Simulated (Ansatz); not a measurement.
**The perfect Au wire along [110], 7 atoms a period**

Aim: is the Au wire along [110], 7 atoms a period a metal or a semiconductor?

Main program and level: Ansatz 0.2.0; DFT PBE, plane waves, PAW; relaxation of a wire's period; PAW set soft_1, in the first sound run; inputs show where later runs differ.

## 1. The structure

The cell holds 7 atoms: 7 Au. Cell: a = 10.960 Å, b = 12.683 Å, c = 2.942 Å, α = 90.0°, β = 90.0°, γ = 90.0°. Vacuum lies along a and b. The structure's axis is c.

## 2. The relaxed wire

Band widths follow the bond lengths, so the wire is relaxed first. The atoms and the third cell vector are free; the box across stays fixed as vacuum. A Fermi-Dirac smearing is set since the result may be a metal. The pressure printed is a third of the stress's trace over the whole box, vacuum included; only the stress along the axis is relaxed.

Contents of input.yaml:

```yaml
crystal:
  lattice:
    - [10.96, 0.0, 0.0]
    - [0.0, 12.683, 0.0]
    - [0.0, 0.0, 2.9415642097]
  atoms:
    - { symbol: Au, position: [0.5, 0.731934749, 0.0] }
    - { symbol: Au, position: [0.5, 0.500005063, 0.0] }
    - { symbol: Au, position: [0.310218978, 0.38404022, 0.5] }
    - { symbol: Au, position: [0.310218978, 0.615969906, 0.5] }
    - { symbol: Au, position: [0.689781022, 0.38404022, 0.5] }
    - { symbol: Au, position: [0.689781022, 0.615969906, 0.5] }
    - { symbol: Au, position: [0.5, 0.268075376, 0.0] }
kpoints:
  mp_grid: { grid: [1, 1, 28] }
scf:
  occupations: { method: fermi_dirac, width: 0.05 }
hamiltonian:
  xc: pbe
  pseudopotentials: { kind: paw, azcp: { folder: soft_1 } }
relax:
  cell: { fix: [a, b, alpha, beta, gamma] }
  max_steps: 45
  f_tol: 0.03
```

The run is started by

```console
$ ansatz run input.yaml --threads 4 --pin off --max-ram 16384MiB --backend cpu --events-out ev --progress --plain --runs-dir out
```

Numbers of over 12 decimals in the logs are rounded to 6 here.

The program printed:

```text
Engine: ansatz 0.2.0, aarch64-unknown-linux-gnu
Pseudopotentials: kind: paw
Pseudopotential: Au, paw, valence charge 19, recommended cutoff 420 eV (normal), soft_1/Au.paw.azcp
Functional definition: PBE
  parameter kappa = 0.804
  parameter beta = 0.066725
  exchange = pbe_x(kappa = kappa, mu = beta*pi^2/3)
  correlation = pbe_c(beta = beta)
Crystal: 7 atoms, lattice volume = 408.894 Å³
Basis set: ecut = 420 eV, 7967 PW (Γ), exchange–correlation on 150×180×40 points (8 copies of the dense FFT grid, shifted against one another)
Bands: 80, of which v1, the nominal top of the filled ones, is band 67 counted from 1 (66 counted from 0)
Symmetry: 8 space group operations
Space group: Pmmm (ITA 47), of the structure as read, at distance tolerance 7.4e-5 Å
k-points: 15 of 28
Non-local potential: Au, projectors of the file, l = 0: 3, l = 1: 2, l = 2: 2, l = 3: 1
PAW form: soft (Blöchl's): semilocal exchange-correlation on the pseudo side does not see the compensation charge
PAW one-centre angular grid: Au, 590 points (default); XC on 64 Gauss nodes
Initial density: superposition of atomic densities (neutral atoms: chi_scale 0, normalization atom)
Initial wavefunctions: pseudopotential atomic-orbital guess
Functional: x = pbe(κ = 0.804, μ = 0.219515), c = pbe(β = 0.066725)
SCF iter   1: F=—  HF=-92055.429313 eV  |F-HF|=—  |Δ(HF+E_count)|=         —  Δρ=2.96e-2  dr2=4.40e0  ethr=3.10e-3  ⟨swp⟩=6.8  Hψ=4689  notcnv=0  defer=10
preconditioner: auto → LDOS  [metal: Δε(μ)=0.099 eV  Ē_g=6.977 eV  σ=0.050 eV  W_gap=0.39  n_scr=60 (ndim 8)  ℏωp=16.1 eV  f_vac=0.586  D(μ)=3.21/eV (n_scr^D=16)  β→1.0]
SCF iter   2: F=—  HF=-92055.664388 eV  |F-HF|=—  |Δ(HF+E_count)|=   2.35e-1  Δρ=3.30e-2  dr2=4.75e0  ethr=3.10e-3  ⟨swp⟩=3.0  Hψ=2559  notcnv=0  defer=83
SCF iter   3: F=—  HF=-92054.210604 eV  |F-HF|=—  |Δ(HF+E_count)|=    1.45e0  Δρ=2.74e-3  dr2=3.57e-2  ethr=3.10e-3  ⟨swp⟩=2.0  Hψ=2075  notcnv=0  defer=85
SCF iter   4: F=—  HF=-92054.208814 eV  |F-HF|=—  |Δ(HF+E_count)|=   1.79e-3  Δρ=1.39e-3  dr2=2.74e-2  ethr=2.68e-5  ⟨swp⟩=2.7  Hψ=2431  notcnv=0  defer=88
SCF iter   5: F=—  HF=-92054.204653 eV  |F-HF|=—  |Δ(HF+E_count)|=   4.16e-3  Δρ=4.73e-4  dr2=1.32e-3  ethr=2.06e-5  ⟨swp⟩=2.2  Hψ=1760  notcnv=0  defer=88
SCF iter   6: F=—  HF=-92054.204809 eV  |F-HF|=—  |Δ(HF+E_count)|=   1.56e-4  Δρ=1.51e-4  dr2=1.30e-4  ethr=9.91e-7  ⟨swp⟩=2.0  Hψ=1744  notcnv=0  defer=88
SCF iter   7: F=—  HF=-92054.204789 eV  |F-HF|=—  |Δ(HF+E_count)|=   2.00e-5  Δρ=5.04e-5  dr2=7.99e-6  ethr=9.76e-8  ⟨swp⟩=2.0  Hψ=1677  notcnv=0  defer=88
SCF iter   8: F=—  HF=-92054.204398 eV  |F-HF|=—  |Δ(HF+E_count)|=   3.91e-4  Δρ=1.54e-5  dr2=1.10e-6  ethr=6.01e-9  ⟨swp⟩=2.1  Hψ=1883  notcnv=0  defer=88
SCF iter   9: F=-92054.204398 eV  HF=-92054.204398 eV  |F-HF|=2.37e-8  |Δ(HF+E_count)|=   8.25e-8  Δρ=3.27e-6  dr2=7.33e-8  ethr=7.52e-11  ⟨swp⟩=3.2  Hψ=4952  notcnv=0
SCF 1 converged in 9 iterations: F = -92054.204398 eV  dr2 = 7.33e-8
  greatest PAW one-centre occupation: 1.000 electrons in one spin orbital (limit 2), on the Au atom at site 1 (counted from 0), in its partial waves of l = 0
relax step   1: F+E_penalty+E_count = -92054.20439772 eV  Δ(F+E_penalty+E_count) = +0.000e0 eV  max|allowed force component| = 4.651e-1 eV/Å  Δτ_max = 0.0000 Å  P = -2.404 GPa  Ω = 408.894 Å³  fix = [a, b, alpha, beta, gamma]  reactions: a -1.466, b -1.457 GPa  (9 SCF iters, dr2 threshold 1.00e-7 eV, accepted)
Crystal: 7 atoms, lattice volume = 388.856 Å³
Basis set: ecut = 420 eV, 7651 PW (Γ), exchange–correlation on 150×180×40 points (8 copies of the dense FFT grid, shifted against one another)
Initial density: handed on by an earlier stage of this run
Initial wavefunctions: those handed on with the density
iter 1 solved again at ethr=1.50e-4 eV; its pass at ethr=3.10e-3 eV (dr2=2.00e-1 eV) is discarded
SCF iter   1: F=—  HF=-92054.552944 eV  |F-HF|=—  |Δ(HF+E_count)|=         —  Δρ=5.56e-3  dr2=2.01e-1  ethr=1.50e-4  ⟨swp⟩=3.0  Hψ=6068  notcnv=0
preconditioner: auto → LDOS  [metal: Δε(μ)=0.053 eV  Ē_g=7.850 eV  σ=0.050 eV  W_gap=0.25  n_scr=56 (ndim 8)  ℏωp=16.5 eV  f_vac=0.593  D(μ)=2.67/eV (n_scr^D=10)  β→1.0]
SCF iter   2: F=—  HF=-92054.577668 eV  |F-HF|=—  |Δ(HF+E_count)|=   2.47e-2  Δρ=6.35e-3  dr2=2.92e-1  ethr=1.50e-4  ⟨swp⟩=4.1  Hψ=2718  notcnv=0
SCF iter   3: F=—  HF=-92054.512722 eV  |F-HF|=—  |Δ(HF+E_count)|=   6.49e-2  Δρ=1.20e-3  dr2=6.75e-3  ethr=1.50e-4  ⟨swp⟩=2.2  Hψ=2000  notcnv=0  defer=63
SCF iter   4: F=—  HF=-92054.511606 eV  |F-HF|=—  |Δ(HF+E_count)|=   1.12e-3  Δρ=3.13e-4  dr2=4.73e-4  ethr=5.07e-6  ⟨swp⟩=2.9  Hψ=2636  notcnv=0  defer=69
SCF iter   5: F=—  HF=-92054.511188 eV  |F-HF|=—  |Δ(HF+E_count)|=   4.18e-4  Δρ=7.73e-5  dr2=4.51e-5  ethr=3.55e-7  ⟨swp⟩=2.1  Hψ=2028  notcnv=0  defer=69
SCF iter   6: F=—  HF=-92054.511186 eV  |F-HF|=—  |Δ(HF+E_count)|=   2.37e-6  Δρ=2.70e-5  dr2=4.72e-6  ethr=3.39e-8  ⟨swp⟩=2.1  Hψ=1744  notcnv=0  defer=69
SCF iter   7: F=-92054.511185 eV  HF=-92054.511185 eV  |F-HF|=1.71e-7  |Δ(HF+E_count)|=   8.84e-7  Δρ=9.30e-6  dr2=3.83e-7  ethr=5.26e-10  ⟨swp⟩=5.0  Hψ=4418  notcnv=0
SCF 2 converged in 7 iterations: F = -92054.511185 eV  dr2 = 3.83e-7
  greatest PAW one-centre occupation: 1.000 electrons in one spin orbital (limit 2), on the Au atom at site 5 (counted from 0), in its partial waves of l = 0
relax step   2: F+E_penalty+E_count = -92054.51118473 eV  Δ(F+E_penalty+E_count) = -3.068e-1 eV  max|allowed force component| = 5.453e-1 eV/Å  Δτ_max = 0.0939 Å  P = +1.143 GPa  Ω = 388.856 Å³  energy of the carried Pulay correction = +2.120e-3 eV  fix = [a, b, alpha, beta, gamma]  reactions: a +1.815, b +1.559 GPa  (7 SCF iters, dr2 threshold 7.00e-7 eV, accepted)
Crystal: 7 atoms, lattice volume = 385.873 Å³
Basis set: ecut = 420 eV, 7591 PW (Γ), exchange–correlation on 150×180×40 points (8 copies of the dense FFT grid, shifted against one another)
iter 1 solved again at ethr=1.85e-5 eV; its pass at ethr=3.10e-3 eV (dr2=2.46e-2 eV) is discarded
SCF iter   1: F=—  HF=-92054.639035 eV  |F-HF|=—  |Δ(HF+E_count)|=         —  Δρ=2.54e-3  dr2=2.74e-2  ethr=1.85e-5  ⟨swp⟩=2.9  Hψ=5643  notcnv=0
preconditioner: auto → LDOS  [metal: Δε(μ)=0.098 eV  Ē_g=7.854 eV  σ=0.050 eV  W_gap=0.42  n_scr=56 (ndim 8)  ℏωp=16.6 eV  f_vac=0.584  D(μ)=2.97/eV (n_scr^D=16)  β→1.0]
SCF iter   2: F=—  HF=-92054.647400 eV  |F-HF|=—  |Δ(HF+E_count)|=   8.37e-3  Δρ=2.33e-3  dr2=6.29e-2  ethr=1.85e-5  ⟨swp⟩=3.4  Hψ=3069  notcnv=0  recentre
SCF iter   3: F=—  HF=-92054.633859 eV  |F-HF|=—  |Δ(HF+E_count)|=   1.35e-2  Δρ=6.44e-4  dr2=1.20e-3  ethr=1.85e-5  ⟨swp⟩=2.8  Hψ=2474  notcnv=0
SCF iter   4: F=—  HF=-92054.633685 eV  |F-HF|=—  |Δ(HF+E_count)|=   1.74e-4  Δρ=1.14e-4  dr2=6.28e-5  ethr=9.05e-7  ⟨swp⟩=2.0  Hψ=1778  notcnv=0
SCF iter   5: F=—  HF=-92054.633343 eV  |F-HF|=—  |Δ(HF+E_count)|=   3.42e-4  Δρ=2.50e-5  dr2=2.90e-6  ethr=4.72e-8  ⟨swp⟩=2.0  Hψ=2091  notcnv=0
SCF iter   6: F=-92054.633343 eV  HF=-92054.633343 eV  |F-HF|=9.76e-8  |Δ(HF+E_count)|=   1.38e-7  Δρ=1.02e-5  dr2=5.85e-7  ethr=5.26e-10  ⟨swp⟩=5.0  Hψ=4417  notcnv=0
SCF 3 converged in 6 iterations: F = -92054.633343 eV  dr2 = 5.85e-7
relax step   3: F+E_penalty+E_count = -92054.63334280 eV  Δ(F+E_penalty+E_count) = -1.222e-1 eV  max|allowed force component| = 1.068e-1 eV/Å  Δτ_max = 0.0665 Å  P = +0.027 GPa  Ω = 385.873 Å³  energy of the carried Pulay correction = +2.451e-3 eV  fix = [a, b, alpha, beta, gamma]  reactions: a +0.382, b +0.173 GPa  (6 SCF iters, dr2 threshold 7.00e-7 eV, accepted)
Crystal: 7 atoms, lattice volume = 381.370 Å³
Basis set: ecut = 420 eV, 7499 PW (Γ), exchange–correlation on 150×180×40 points (8 copies of the dense FFT grid, shifted against one another)
iter 1 solved again at ethr=2.24e-6 eV; its pass at ethr=3.10e-3 eV (dr2=2.98e-3 eV) is discarded
SCF iter   1: F=—  HF=-92054.646125 eV  |F-HF|=—  |Δ(HF+E_count)|=         —  Δρ=1.07e-3  dr2=2.97e-3  ethr=2.24e-6  ⟨swp⟩=2.9  Hψ=6101  notcnv=0
preconditioner: auto → LDOS  [insulator: Δε(μ)=0.147 eV  Ē_g=7.856 eV  σ=0.050 eV  W_gap=0.54  n_scr=54 (ndim 8)  ℏωp=16.7 eV  f_vac=0.581  D(μ)=2.76/eV (n_scr^D=10)  ε∞_Penn≈5.5  β→1.0]
SCF iter   2: F=—  HF=-92054.646907 eV  |F-HF|=—  |Δ(HF+E_count)|=   7.82e-4  Δρ=7.36e-4  dr2=6.15e-3  ethr=2.23e-6  ⟨swp⟩=2.0  Hψ=2174  notcnv=0
SCF iter   3: F=—  HF=-92054.645507 eV  |F-HF|=—  |Δ(HF+E_count)|=   1.40e-3  Δρ=1.72e-4  dr2=1.14e-4  ethr=2.23e-6  ⟨swp⟩=2.1  Hψ=1959  notcnv=0
SCF iter   4: F=—  HF=-92054.645154 eV  |F-HF|=—  |Δ(HF+E_count)|=   3.53e-4  Δρ=5.76e-5  dr2=2.18e-5  ethr=8.56e-8  ⟨swp⟩=2.1  Hψ=2137  notcnv=0
SCF iter   5: F=—  HF=-92054.645150 eV  |F-HF|=—  |Δ(HF+E_count)|=   3.87e-6  Δρ=1.44e-5  dr2=1.16e-6  ethr=1.64e-8  ⟨swp⟩=2.0  Hψ=1776  notcnv=0
SCF iter   6: F=-92054.645150 eV  HF=-92054.645150 eV  |F-HF|=8.68e-8  |Δ(HF+E_count)|=   1.21e-7  Δρ=6.32e-6  dr2=2.16e-7  ethr=5.26e-10  ⟨swp⟩=5.0  Hψ=4398  notcnv=0
SCF 4 converged in 6 iterations: F = -92054.645150 eV  dr2 = 2.16e-7
relax step   4: F+E_penalty+E_count = -92054.64515000 eV  Δ(F+E_penalty+E_count) = -1.181e-2 eV  max|allowed force component| = 2.646e-2 eV/Å  Δτ_max = 0.0292 Å  P = +0.116 GPa  Ω = 381.370 Å³  energy of the carried Pulay correction = +2.959e-3 eV  fix = [a, b, alpha, beta, gamma]  reactions: a +0.104, b -0.067 GPa  (6 SCF iters, dr2 threshold 7.00e-7 eV, accepted)
Crystal: 7 atoms, lattice volume = 382.416 Å³
Basis set: ecut = 420 eV, 7511 PW (Γ), exchange–correlation on 150×180×40 points (8 copies of the dense FFT grid, shifted against one another)
iter 1 solved again at ethr=5.77e-7 eV; its pass at ethr=3.10e-3 eV (dr2=7.67e-4 eV) is discarded
SCF iter   1: F=—  HF=-92054.646984 eV  |F-HF|=—  |Δ(HF+E_count)|=         —  Δρ=4.42e-4  dr2=6.94e-4  ethr=5.77e-7  ⟨swp⟩=3.0  Hψ=5412  notcnv=0
preconditioner: auto → LDOS  [insulator: Δε(μ)=0.145 eV  Ē_g=7.841 eV  σ=0.050 eV  W_gap=0.53  n_scr=56 (ndim 8)  ℏωp=16.7 eV  f_vac=0.581  D(μ)=2.75/eV (n_scr^D=10)  ε∞_Penn≈5.5  β→1.0]
SCF iter   2: F=—  HF=-92054.647020 eV  |F-HF|=—  |Δ(HF+E_count)|=   3.53e-5  Δρ=3.67e-4  dr2=7.56e-4  ethr=5.22e-7  ⟨swp⟩=2.0  Hψ=1984  notcnv=0
SCF iter   3: F=—  HF=-92054.646784 eV  |F-HF|=—  |Δ(HF+E_count)|=   2.36e-4  Δρ=5.89e-5  dr2=1.44e-5  ethr=5.22e-7  ⟨swp⟩=2.1  Hψ=1777  notcnv=0
SCF iter   4: F=—  HF=-92054.646464 eV  |F-HF|=—  |Δ(HF+E_count)|=   3.20e-4  Δρ=1.51e-5  dr2=9.39e-7  ethr=1.08e-8  ⟨swp⟩=2.0  Hψ=1806  notcnv=0
SCF iter   5: F=-92054.646464 eV  HF=-92054.646464 eV  |F-HF|=2.27e-9  |Δ(HF+E_count)|=   2.05e-7  Δρ=2.66e-6  dr2=3.06e-8  ethr=1.84e-10  ⟨swp⟩=5.0  Hψ=4407  notcnv=0
SCF 5 converged in 5 iterations: F = -92054.646464 eV  dr2 = 3.06e-8
relax step   5: F+E_penalty+E_count = -92054.64646424 eV  Δ(F+E_penalty+E_count) = -1.314e-3 eV  max|allowed force component| = 6.300e-3 eV/Å  Δτ_max = 0.0117 Å  P = -0.024 GPa  Ω = 382.416 Å³  energy of the carried Pulay correction = +2.841e-3 eV  fix = [a, b, alpha, beta, gamma]  reactions: a +0.016, b -0.097 GPa  (5 SCF iters, dr2 threshold 2.44e-7 eV, accepted)
Initial wavefunctions: pseudopotential atomic-orbital guess (no wavefunctions were taken with the density)
iter 1 solved again at ethr=8.31e-7 eV; its pass at ethr=3.10e-3 eV (dr2=1.11e-3 eV) is discarded
SCF iter   1: F=—  HF=-92054.643904 eV  |F-HF|=—  |Δ(HF+E_count)|=         —  Δρ=1.08e-4  dr2=7.03e-6  ethr=8.31e-7  ⟨swp⟩=3.4  Hψ=8024  notcnv=0
preconditioner: auto → LDOS  [insulator: Δε(μ)=0.145 eV  Ē_g=7.838 eV  σ=0.050 eV  W_gap=0.53  n_scr=56 (ndim 8)  ℏωp=16.7 eV  f_vac=0.581  D(μ)=2.75/eV (n_scr^D=10)  ε∞_Penn≈5.5  β→1.0]
SCF iter   2: F=—  HF=-92054.643592 eV  |F-HF|=—  |Δ(HF+E_count)|=   3.12e-4  Δρ=2.73e-5  dr2=2.00e-6  ethr=5.29e-9  ⟨swp⟩=3.1  Hψ=2637  notcnv=0
SCF iter   3: F=—  HF=-92054.643592 eV  |F-HF|=—  |Δ(HF+E_count)|=   4.90e-7  Δρ=1.38e-5  dr2=8.01e-7  ethr=1.51e-9  ⟨swp⟩=2.0  Hψ=2200  notcnv=0
SCF iter   4: F=—  HF=-92054.643592 eV  |F-HF|=—  |Δ(HF+E_count)|=   2.20e-7  Δρ=3.77e-6  dr2=5.23e-8  ethr=6.02e-10  ⟨swp⟩=2.0  Hψ=1692  notcnv=0
SCF iter   5: F=—  HF=-92054.643592 eV  |F-HF|=—  |Δ(HF+E_count)|=   1.48e-8  Δρ=9.33e-7  dr2=7.04e-9  ethr=3.93e-11  ⟨swp⟩=2.5  Hψ=2217  notcnv=0
SCF iter   6: F=—  HF=-92054.643592 eV  |F-HF|=—  |Δ(HF+E_count)|=   1.53e-9  Δρ=1.96e-7  dr2=1.32e-10  ethr=5.29e-12  ⟨swp⟩=2.0  Hψ=1816  notcnv=0
SCF iter   7: F=-92054.643592 eV  HF=-92054.643592 eV  |F-HF|=4.37e-11  |Δ(HF+E_count)|=    0.00e0  Δρ=4.58e-8  dr2=8.65e-12  ethr=1.00e-12  ⟨swp⟩=5.0  Hψ=4404  notcnv=0
SCF 6 converged in 7 iterations: F = -92054.643592 eV  dr2 = 8.65e-12
relax step   6: F+E_penalty+E_count = -92054.64359166 eV  Δ(F+E_penalty+E_count) = +2.873e-3 eV  max|allowed force component| = 6.257e-3 eV/Å  Δτ_max = 0.0000 Å  P = -0.025 GPa  Ω = 382.416 Å³  fix = [a, b, alpha, beta, gamma]  reactions: a +0.016, b -0.098 GPa  stress off target by 5.86e-3 GPa on what of the cell is left free  SCF on the basis re-selected at this cell (its energy is not comparable with the rows above)  (7 SCF iters)
basis re-selected at this cell: Δ(F+E_penalty+E_count) = +2.873e-3 eV, ΔP = -0.001 GPa vs the last step (what re-selecting the basis moved, of the pressure what is left beyond the Pulay correction that the steps carried, after the strain that the cell walked since its last selection, with what the two solves' SCF thresholds leave and, on support functions, any second-order correction that the steps lacked; it is no m [...]
SCF converged after 7 iterations
Free energy (F): -92054.643592 eV
Harris-Foulkes:  -92054.643592 eV  (|F-HF|=4.37e-11)
Internal energy: -92054.621493 eV  (E = F + TS)
E sigma→0 (E₀):  -92054.632542 eV
Entropy (-TS):   -0.022099 eV (-3.157 meV/atom)
Fermi energy:    2.685393 eV
--- Per-component energies (eV) ---
  E_band       = -3723.325813
  E_kinetic    = 4046.022163
  E_local      = -64680.498598  (includes V_loc(G=0)·N_el)
  E_nonlocal   = 688.352580
  E_hartree    = 30411.940869
  E_xc         = -1500.245533
  E_vxc        = -1820.157875  (∫ρ·V_xc dr)
  E_paw        = -68125.150593  (= ΣΔE_a)
  E_vpaw       = -2780.937622  (= ΣTr[D̂ρ^β])
  E_aug_tail   = 0.011480  (compensation charges beyond the density's cutoff)
  E_ewald      = 7104.946139
  E_smearing   = -0.022099  (= −TS)
  E_closure    = -0.000000  (closes the sum)
  Σ components = -92054.643592   (vs F -92054.643592, Δ=0.00e0)
--- Forces (eV/Å), atoms counted from 1 ---
  atom   1  Au    -0.00000000    -0.00163741     0.00000000
  atom   2  Au     0.00000000     0.00000000     0.00000000
  atom   3  Au    -0.00201623     0.00625717     0.00000000
  atom   4  Au    -0.00201623    -0.00625717     0.00000000
  atom   5  Au     0.00201623     0.00625717    -0.00000000
  atom   6  Au     0.00201623    -0.00625717    -0.00000000
  atom   7  Au     0.00000000     0.00163741    -0.00000000
  max |Σ_I F_I| component: 6.51e-19 eV/Å
--- Stress (GPa, compression-positive) ---
        0.016279      -0.000000      -0.000000
       -0.000000      -0.097926       0.000000
       -0.000000       0.000000       0.005863
  P = ⅓ Tr σ = -0.0253 GPa (-0.253 kbar)
--- Relaxed structure (5 steps of the walk, 5 accepted, 1 SCFs on fresh bases) ---
  F+E_penalty+E_count = -92054.64359166 eV   max|allowed force component| = 6.257e-3 eV/Å   (the final SCF, on the basis selected at the relaxed cell)
  cell:  # Å, volume = 382.4158 Å³
    - [10.96, 0, 0]
    - [0, 12.683, 0]
    - [0, 0, 2.751080]
  atoms:
    - { symbol: Au, position: [0.5, 0.729491, -5.837420223312181e-19] }
    - { symbol: Au, position: [0.5, 0.500000, 0.0] }
    - { symbol: Au, position: [0.308744, 0.385638, 0.5] }
    - { symbol: Au, position: [0.308744, 0.614362, 0.5] }
    - { symbol: Au, position: [0.691256, 0.385638, 0.5] }
    - { symbol: Au, position: [0.691256, 0.614362, 0.5] }
    - { symbol: Au, position: [0.5, 0.270509, 5.837420223312181e-19] }
```

It took 43 s on 4 threads of Arm Neoverse V1, shared host; peak memory 1.1 GiB.

(Continued in part 2 of 2.)

[Logs are printed without paths, hosts, clocks, repeated set-up lines and the standing remarks that a program may print on its own settings, such as how far it seeks lower states.]

[Hosts, paths, dates, database ids (printed as entryN), source tags and the programs' standing remarks are cut or masked in the printed files.]
